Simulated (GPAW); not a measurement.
# Core-hole calculation of the P K edge in zinc-blende (GaP)₁₋ₓ(InP)ₓ at x = 0.75

Aim: the P K edge in zinc-blende (GaP)₁₋ₓ(InP)ₓ at x = 0.75, one member of a composition series.

Method: X-ray absorption from dipole matrix elements to empty bands, plane-wave PAW PBE, in GPAW 26.7.0.

**1. The structure**

The cell holds 16 atoms: 6 In, 8 P and 2 Ga. Its edges and angles: a = 8.152 Å, b = 8.152 Å, c = 8.152 Å, α = 60.0°, β = 60.0°, γ = 60.0°. 16-atom zinc-blende cell, 6 of 8 Ga sites taken by In at random, lattice constants typed for the ends and interpolated (Vegard).

**2. Relaxation**

Bond lengths around the absorber set the edge shape, so the atoms are relaxed before any spectrum.

Contents of relax.py:

```python
import numpy as np
from ase import Atoms
from ase.parallel import parprint, paropen
from gpaw import GPAW, PW, FermiDirac, Mixer, MixerDif, setup_paths
from ase.optimize import BFGS

atoms = Atoms('InPInPInPInPGaPInPInPGaP',
    cell=[[0, 5.7645, 5.7645],
     [5.7645, 0, 5.7645],
     [5.7645, 5.7645, 0]],
    scaled_positions=[[0.000055, 0.000049, 0.000964],
     [0.12616, 0.127939, 0.123879],
     [0.997831, 0.999458, 0.50116],
     [0.124992, 0.12405, 0.628375],
     [0.002411, 0.498617, 0.99826],
     [0.121904, 0.622855, 0.124782],
     [0.00073, 0.502066, 0.49883],
     [0.124871, 0.624885, 0.626007],
     [0.503853, 0.995432, 0.001497],
     [0.624321, 0.127432, 0.125097],
     [0.498522, 0.999957, 0.499438],
     [0.6244, 0.125072, 0.625354],
     [0.500579, 0.501323, 0.000061],
     [0.623889, 0.624036, 0.127015],
     [0.501763, 0.498659, 0.501395],
     [0.622796, 0.620099, 0.623462]],
    pbc=True)
atoms.calc = GPAW(legacy_gpaw=True, mode=PW(400, force_complex_dtype=True), xc='PBE', setups={},
    kpts={'size': (3, 3, 3), 'gamma': True}, occupations=FermiDirac(0.08),
    charge=0, mixer=Mixer(0.1, 5, 50), maxiter=150,
    convergence={'density': 0.0001, 'eigenstates': 1e-6}, txt='relax.txt')
steps = []
opt = BFGS(atoms, logfile='-')
opt.attach(lambda: steps.append([atoms.get_potential_energy(), float(np.linalg.norm(atoms.get_forces(), axis=1).max())]))
done = opt.run(fmax=0.05, steps=30)
out = dict(done=bool(done), steps=steps, frac=atoms.get_scaled_positions().tolist())
import json
with paropen('out.json', 'w') as f:
    json.dump(out, f)
```

Command:

```console
> OMP_NUM_THREADS=1 mpirun -n 4 gpaw python relax.py
```

Numbers of over 12 decimals in the logs are rounded to 6 here.

Output:

```text
Input parameters:
  convergence: {density: 0.0001,
                eigenstates: 1e-06}
  kpts: {gamma: True,
         size: (3, 3, 3)}
  maxiter: 150
  mixer: {backend: pulay,
          beta: 0.1,
          method: separate,
          nmaxold: 5,
          weight: 50}
  mode: {ecut: 400.0,
         force_complex_dtype: True,
         name: pw}
  occupations: {fixmagmom: False,
                name: fermi-dirac,
[...]
No difference between direct/indirect transitions

Forces in eV/Ang:
[...]
14 Ga   -0.01804    0.00017    0.01358
 15 P     0.01709   -0.01109   -0.00355
Step     Time          Energy          fmax
BFGS:    0 02:03:53      -68.149561        1.246217
BFGS:    1 02:04:25      -68.260014        1.034926
BFGS:    2 02:05:09      -68.490268        0.233899
BFGS:    3 02:05:33      -68.492949        0.185972
BFGS:    4 02:06:05      -68.497555        0.039853
[key lines of the parts left out:]
Converged after 8 iterations.
Dipole moment: (-22.592161, -20.559899, -20.013682) |e|*Ang
Free energy:    -68.497555
Fermi level: 5.34715
```

Wall time 3.2 min (4 MPI ranks of Arm Neoverse V2, shared host); peak memory 0.36 GiB; 13 min of CPU time.

In 4 steps the energy fell by 348 meV (energies extrapolated to zero smearing) and the largest force to 0.040 eV/Å. Atom 2 (P; the text counts from 1, the script from 0) is among those that moved most, by 0.10 Å.

**3. Ground state of the crystal**

The ground state comes first: it tells whether the system has a gap, which decides how the excited electron is treated.

Contents of scf.py:

```python
import numpy as np
from ase import Atoms
from ase.parallel import parprint, paropen
from gpaw import GPAW, PW, FermiDirac, Mixer, MixerDif, setup_paths
from gpaw.test import gen
setup_paths.insert(0, '.')
gen('P', name='nch1s', xcname='PBE', corehole=(1, 0, 0), write_xml=True)
from gpaw.mpi import world
world.barrier()

atoms = Atoms('InPInPInPInPGaPInPInPGaP',
    cell=[[0, 5.7645, 5.7645],
     [5.7645, 0, 5.7645],
     [5.7645, 5.7645, 0]],
    scaled_positions=[[0.9996772, 0.0001613, 0.002122],
     [0.1412105, 0.1191419, 0.1206834],
     [0.9988294, 0.0007079, 0.5003227],
     [0.1239701, 0.1251437, 0.6266394],
     [0.9996709, 0.4989833, 0.9990126],
     [0.1238943, 0.6248679, 0.1250411],
     [0.9994651, 0.5005159, 0.5003085],
     [0.1395023, 0.6206586, 0.6192799],
     [0.5016038, 0.9988016, 0.001137],
     [0.6203676, 0.1209939, 0.1203078],
     [0.4998913, 0.9985334, 0.5002312],
     [0.6151684, 0.1324057, 0.6351273],
     [0.499758, 0.5012303, 0.999447],
     [0.6161795, 0.632888, 0.1350789],
     [0.49963, 0.4980559, 0.5009618],
     [0.6202122, 0.6188925, 0.6198691]],
    pbc=True)
atoms.calc = calc = GPAW(legacy_gpaw=True, mode=PW(400, force_complex_dtype=True), xc='PBE', setups={1: 'nch1s'},
    kpts={'size': (3, 3, 3), 'gamma': True}, occupations=FermiDirac(0.05),
    charge=0, mixer=Mixer(0.1, 5, 50), maxiter=150,
    convergence={'density': 0.0001, 'eigenstates': 1e-6}, txt='scf.txt')
energy = atoms.get_potential_energy() + calc.get_reference_energy()
ef = calc.get_fermi_level()
out = dict(energy=energy, fermi=ef, forces=atoms.get_forces().tolist())
parprint(f'all-electron energy {energy:.4f} eV, Fermi level {ef:.4f} eV')
ev = np.array([[calc.get_eigenvalues(k, s) for k in range(len(calc.get_ibz_k_points()))] for s in range(calc.get_number_of_spins())])
out['homo'], out['lumo'], out['counts'] = ev[ev < ef].max(), ev[ev > ef].min(), sorted(set((ev < ef).sum((0, 2)).tolist()))
out['filled'] = (ev[:, 0] < ef).sum(1).tolist()
import json
with paropen('out.json', 'w') as f:
    json.dump(out, f)
```

Command:

```console
> OMP_NUM_THREADS=1 mpirun -n 4 gpaw python scf.py
```

Output:

```text
Input parameters:
  convergence: {density: 0.0001,
                eigenstates: 1e-06}
  kpts: {gamma: True,
         size: (3, 3, 3)}
  maxiter: 150
  mixer: {backend: pulay,
          beta: 0.1,
          method: separate,
          nmaxold: 5,
          weight: 50}
  mode: {ecut: 400.0,
         force_complex_dtype: True,
         name: pw}
  occupations: {fixmagmom: False,
                name: fermi-dirac,
                width: 0.05}
  setups: {1: nch1s}
  xc: PBE

Initialize ...

[... PAW data sets ...]

Reference energy: -1140045.170553  # eV

Spin-paired calculation

[... convergence settings ...]
Symmetries present (total): 1
  [... symmetry matrices ...]

27 k-points: 3 x 3 x 3 Monkhorst-Pack grid
14 k-points in the irreducible part of the Brillouin zone
       k-points in crystal coordinates                weights
   0:     0.00000000    0.00000000    0.00000000          1/27
   1:     0.00000000    0.00000000    0.33333333          2/27
   2:     0.00000000    0.33333333   -0.33333333          2/27
   3:     0.00000000    0.33333333    0.00000000          2/27
   4:     0.00000000    0.33333333    0.33333333          2/27
   5:     0.33333333   -0.33333333   -0.33333333          2/27
   6:     0.33333333   -0.33333333    0.00000000          2/27
   7:     0.33333333   -0.33333333    0.33333333          2/27
   8:     0.33333333    0.00000000   -0.33333333          2/27
   9:     0.33333333    0.00000000    0.00000000          2/27
          ...
  13:     0.33333333    0.33333333    0.33333333          2/27

Wave functions: Plane wave expansion
  Cutoff energy: 400.000 eV
  Number of coefficients (min, max): 6879, 6975
  Pulay-stress correction: 0.000000 eV/Ang^3 (de/decut=0.000000)
  Using FFTW library
  Wavefunction extrapolation:
    Improved wavefunction reuse through dual PAW basis

Occupation numbers: Fermi-Dirac:
  width: 0.0500  # eV

Eigensolver
   Davidson(niter=2)

Densities:
  Coarse grid: 40*40*40 grid
  Fine grid: 80*80*80 grid
  Total Charge: 0.000000

Density mixing:
  Method: separate
  Backend: pulay
  Linear mixing parameter: 0.1
  old densities: 5
  Width of damping distribution: 1.1
  Damping of long wavelength oscillations: 50

[... Hamiltonian set-up ...]
Number of atoms: 16
Number of atomic orbitals: 94
Number of bands in calculation: 79
Number of valence electrons: 124
Bands to converge: occupied

... initialized

Initializing position-dependent things.

Density initialized from atomic densities
Creating initial wave functions:
  79 bands from LCAO basis set

                                   In

                          In
                               In
                            P
                   In Ga         In
                    P
          In            Ga
                      P

            P              P

                  P
                    P

           P

Atomic positions and initial magnetic moments

Positions:
   0 In     0.013162    5.774871    5.763569    ( 0.0000,  0.0000,  0.0000)
   1 P      1.382473    1.509687    1.500801    ( 0.0000,  0.0000,  0.0000)
   2 In     2.888191    8.641862    5.761833    ( 0.0000,  0.0000,  0.0000)
   3 P      4.333654    4.326888    1.436017    ( 0.0000,  0.0000,  0.0000)
   4 In     8.635197   11.521411    8.638992    ( 0.0000,  0.0000,  0.0000)
   5 P      4.322850    1.434988    4.316240    ( 0.0000,  0.0000,  0.0000)
   6 In     5.769252    8.645445    8.646640    ( 0.0000,  0.0000,  0.0000)
[...]
13 P      4.426945    4.330629    7.200250    ( 0.0000,  0.0000,  0.0000)
  14 Ga     5.758838    5.767911    5.751160    ( 0.0000,  0.0000,  0.0000)
  15 P      7.140841    7.148449    7.142819    ( 0.0000,  0.0000,  0.0000)

Unit cell:
           periodic     x           y           z      points  spacing
  1. axis:    yes    0.000000    5.764500    5.764500    40     0.1664
  2. axis:    yes    5.764500    0.000000    5.764500    40     0.1664
  3. axis:    yes    5.764500    5.764500    0.000000    40     0.1664

  Lengths:   8.152234   8.152234   8.152234
  Angles:   60.000000  60.000000  60.000000

Effective grid spacing dv^(1/3) = 0.1816

iter:   1   -71.029344
iter:   2   -70.043142   -1.66  -1.06
iter:   3   -68.537747   -1.49  -1.13
iter:   4   -68.500337   -2.94  -1.50
iter:   5   -68.544763c  -2.57  -1.60
iter:   6   -68.517426c  -2.74  -2.18
iter:   7   -68.497291c  -3.54  -2.23
iter:   8   -68.497413c  -4.67  -2.84
iter:   9   -68.497116c  -4.67  -2.93
iter:  10   -68.497254c  -4.86  -3.16
iter:  11   -68.496965c  -5.44  -3.14
iter:  12   -68.496988c  -5.84  -3.57
iter:  13   -68.496959c  -6.27c -3.65
iter:  14   -68.496962c  -6.75c -3.86
iter:  15   -68.496962c  -7.93c -4.20c

Converged after 15 iterations.

Dipole moment: (-22.592191, -20.561249, -20.013889) |e|*Ang

Energy contributions relative to reference atoms: (reference = -1140045.170553)

Kinetic:       +183.552827
Potential:     -166.879366
External:        +0.000000
XC:             -87.045175
Entropy (-ST):   -0.000098
Local:           +1.874801
SIC:             +0.000000
--------------------------
Free energy:    -68.497012
Extrapolated:   -68.496962

Showing only first 2 kpts
 Kpt  Band  Eigenvalues  Occupancy
  0    60      4.93872    1.99914
  0    61      4.97536    1.99820
  0    62      5.64579    0.00334
  0    63      6.28050    0.00000

  1    60      4.63098    2.00000
  1    61      4.63774    2.00000
  1    62      6.52736    0.00000
  1    63      6.71220    0.00000

Fermi level: 5.32610

Gap: 0.670 eV
Transition (v -> c):
  (s=0, k=0, n=61, [0.00, 0.00, 0.00]) -> (s=0, k=0, n=62, [0.00, 0.00, 0.00])
No difference between direct/indirect transitions

Forces in eV/Ang:
  0 In    0.02111   -0.01020   -0.00317
  1 P     0.01098   -0.00814    0.00523
  2 In   -0.00317   -0.01528   -0.02784
  3 P    -0.02339   -0.00028    0.00263
  4 In    0.00121   -0.00739   -0.01688
  5 P    -0.01402    0.00563    0.01012
  6 In    0.02199    0.00371   -0.00438
[...]
13 P     0.00179   -0.01777    0.00452
 14 Ga   -0.01694    0.00146    0.01347
 15 P     0.01018   -0.00873   -0.00702
Scalar-relativistic atomic PBE calculation for P (Phosphorus, Z=15)
Core hole in 1s state (1s occupation: 2.0)
450 radial gridpoints.
|------------------------------------------------|
|------------------------------------------------|
[... the atom generator's iteration count ...]

Energy contributions:
-------------------------
Kinetic:     +342.906436
XC:           -22.991824
Potential:   -661.790396
-------------------------
Total:       -341.875784

state      eigenvalue         ekin         rmax
-----------------------------------------------
1s^2.0 :   -76.579645   106.980195        0.068
2s^2.0 :    -6.393391    15.726762        0.419
2p^6.0 :    -4.575064    14.823216        0.354
3s^2.0 :    -0.513310     2.126100        1.575
3p^3.0 :    -0.202354     1.433676        1.835
-----------------------------------------------
(units: Bohr and Hartree)

Generating PAW setup
Kinetic energy of the core from tauc = 335.182992
Cutoffs:
rc(s)=1.800
rc(p)=1.800
rc(d)=1.800
rc(vbar)=1.620
rc(comp)=1.800
rc(nct)=1.800

Kinetic energy of the core states: 334.353209
Charge: 0.0
Core electrons: 10.0
Valence electrons: 5.0
Pseudo-core charge: 0.177519
Shape function alpha=3.086
Pseudo-electron charge 5.446445
state    eigenvalue         norm
--------------------------------
3s(2) :    -0.513310     1.123125
*s    :     0.486690
3p(3) :    -0.202354     1.007558
*p    :     0.797646
*d    :     0.000000
--------------------------------

Diagonalizing with gridspacing h=0.050

state   all-electron     PAW
-------------------------------
3s:      -0.513310    -0.513614
3p:      -0.202354    -0.202609
*d:                    0.037583
*f:                    0.071811
-------------------------------
all-electron energy -1140113.6675 eV, Fermi level 5.3261 eV
```

Elapsed: 65 s, on 4 MPI ranks; peak memory 0.36 GiB; 4.3 min of CPU time.

The mesh shows a gap of 0.67 eV. The excited electron is kept all the same, so that all members of the series, with or without a gap, are treated alike.

**4. Reference energy of the cell**

The photon energy needs a difference of total energies, so the cell and mesh of the coming hole run are first run without a hole.

scf.py: that of step 3 with these lines changed.

```diff
@@ -32,3 +32,3 @@
 atoms.calc = calc = GPAW(legacy_gpaw=True, mode=PW(400, force_complex_dtype=True), xc='PBE', setups={1: 'nch1s'},
-    kpts={'size': (3, 3, 3), 'gamma': True}, occupations=FermiDirac(0.05),
+    kpts={'size': (3, 3, 3), 'gamma': True}, occupations=FermiDirac(0.02),
     charge=0, mixer=Mixer(0.1, 5, 50), maxiter=150,
```

Output:

```text
Input parameters:
  convergence: {density: 0.0001,
                eigenstates: 1e-06}
  kpts: {gamma: True,
         size: (3, 3, 3)}
  maxiter: 150
  mixer: {backend: pulay,
          beta: 0.1,
          method: separate,
          nmaxold: 5,
          weight: 50}
  mode: {ecut: 400.0,
         force_complex_dtype: True,
         name: pw}
  occupations: {fixmagmom: False,
                name: fermi-dirac,
[...]
3s(2) :    -0.513310     1.123125
*s    :     0.486690
3p(3) :    -0.202354     1.007558
*p    :     0.797646
*d    :     0.000000
--------------------------------

Diagonalizing with gridspacing h=0.050

state   all-electron     PAW
-------------------------------
3s:      -0.513310    -0.513614
3p:      -0.202354    -0.202609
*d:                    0.037583
*f:                    0.071811
-------------------------------
all-electron energy -1140113.6676 eV, Fermi level 5.3126 eV
[key lines of the parts left out:]
Converged after 15 iterations.
Dipole moment: (-22.592144, -20.561167, -20.013806) |e|*Ang
Free energy:    -68.496999
Fermi level: 5.31258
```

The job ended after 65 s (4 MPI ranks; peak memory 0.36 GiB; 4.3 min of CPU time).

Reference energy: -1140113.668 eV with the cores included.

(Part 1 of 3 ends here.)

[Banner, clock and machine lines of the logs are left out without a mark of their own.]

[Logs are printed without paths, hosts, clocks, repeated set-up lines and the standing remarks that a program may print on its own settings, such as how far it seeks lower states.]

[Hosts, paths, dates, database ids (printed as entryN), source tags and the programs' standing remarks are cut or masked in the printed files.]

[Lists of maxima count a maximum above −3 eV only where it reaches 4 % of the highest in the window and stands out from its surroundings by 2 % of it (1.5 % where it reaches 55 %); shoulders and weaker maxima are passed over, and of the rest the first, up to two pre-edge ones and the few strongest are named.]
